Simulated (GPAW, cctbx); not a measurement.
## Tl2IBrF6: what bonding does to one electron reflection, worked out

Tl2IBrF6, Fm-3m (no. 225), a = 9.9859 Å, b = 9.9859 Å, c = 9.9859 Å, α = 90.00°, β = 90.00°, γ = 90.00°.

```
atom  mult.       x    y    z
 Tl1      8     1/4  1/4  3/4
  I1      4       0    0    0
 Br1      4     1/2    0    0
  F1     24  0.2050    0    0
```

The start was made by putting kin elements into a known structure type; the compound need not exist, or be stable, in this form.

A DFT run (GPAW, PBE, 550 eV, 4×4×4 k-points, Fermi–Dirac width 0.05 eV) gives the static X-ray structure factor of 111 as 122.297 e for the conventional cell; superposed free atoms give 124.488 e. **Problem.** Find the Fourier component V of the crystal potential and the two-beam extinction distance at 300 kV in both cases.

## 1. Geometry

The cell volume is Ω = 995.78 Å³ and d(111) = 5.7654 Å, so g = 1/d = 0.1734 Å⁻¹.

## 2. The nuclei

Electrons feel nuclei as well as electrons, so the nuclear charges are summed with the same phases.

Phase sums Σ exp(2πi h·x), turned so that the total is real and positive: Tl 0.000, I +4.000, Br -4.000, F +6.700. Then F_Z = 81 × (0.000) + 53 × (+4.000) + 35 × (-4.000) + 9 × (+6.700) = 132.30 e. The electron term has the same sign for this reflection.

## 3. Mott–Bethe

Poisson's equation, term by term, gives V = (e/4πε₀)(F_Z − F)/(πΩg²), with e/4πε₀ = 14.3996 V Å.

The prefactor is 14.3996 × 5.7654²/(π × 995.78) = 0.15300 V per electron. Free atoms: (132.30 − 124.488) × 0.15300 = 1.195 V. Crystal: (132.30 − 122.297) × 0.15300 = 1.530 V. F changes by -1.76 % and V by +28.1 %: the same 2.19 e is measured against F_Z − F = 7.8 e in place of F = 124.5 e.

## 4. Extinction distance

In the two-beam case ξ = 1/(λU) with U = 2γm₀eV/h², that is ξ = 150.41 V Å²/(γλV).

At 300 kV, λ = 0.01969 Å and γ = 1.5871. Free atoms: ξ = 4030 Å. Crystal: ξ = 3147 Å. The thickness fringes go as sin²(πt/ξ), so the two patterns slip by a quarter of a period when t|1/ξ₁ − 1/ξ₀| = 1/4, at t ≈ 359 nm. Thermal motion, absorption and many-beam coupling, left out here, change a real pattern.

## 5. Answer

V(111) is 1.53 V against 1.19 V, and ξ is 3147 against 4030 Å. Limits: static atoms, two beams.

[Outputs are excerpts: Python notices, other lines and further rows are left out; steps that failed or that the build refused (PBEsol, TPSS) are not shown.]

[Logs are printed without paths, hosts, clocks, repeated set-up lines and the standing remarks that a program may print on its own settings, such as how far it seeks lower states.]
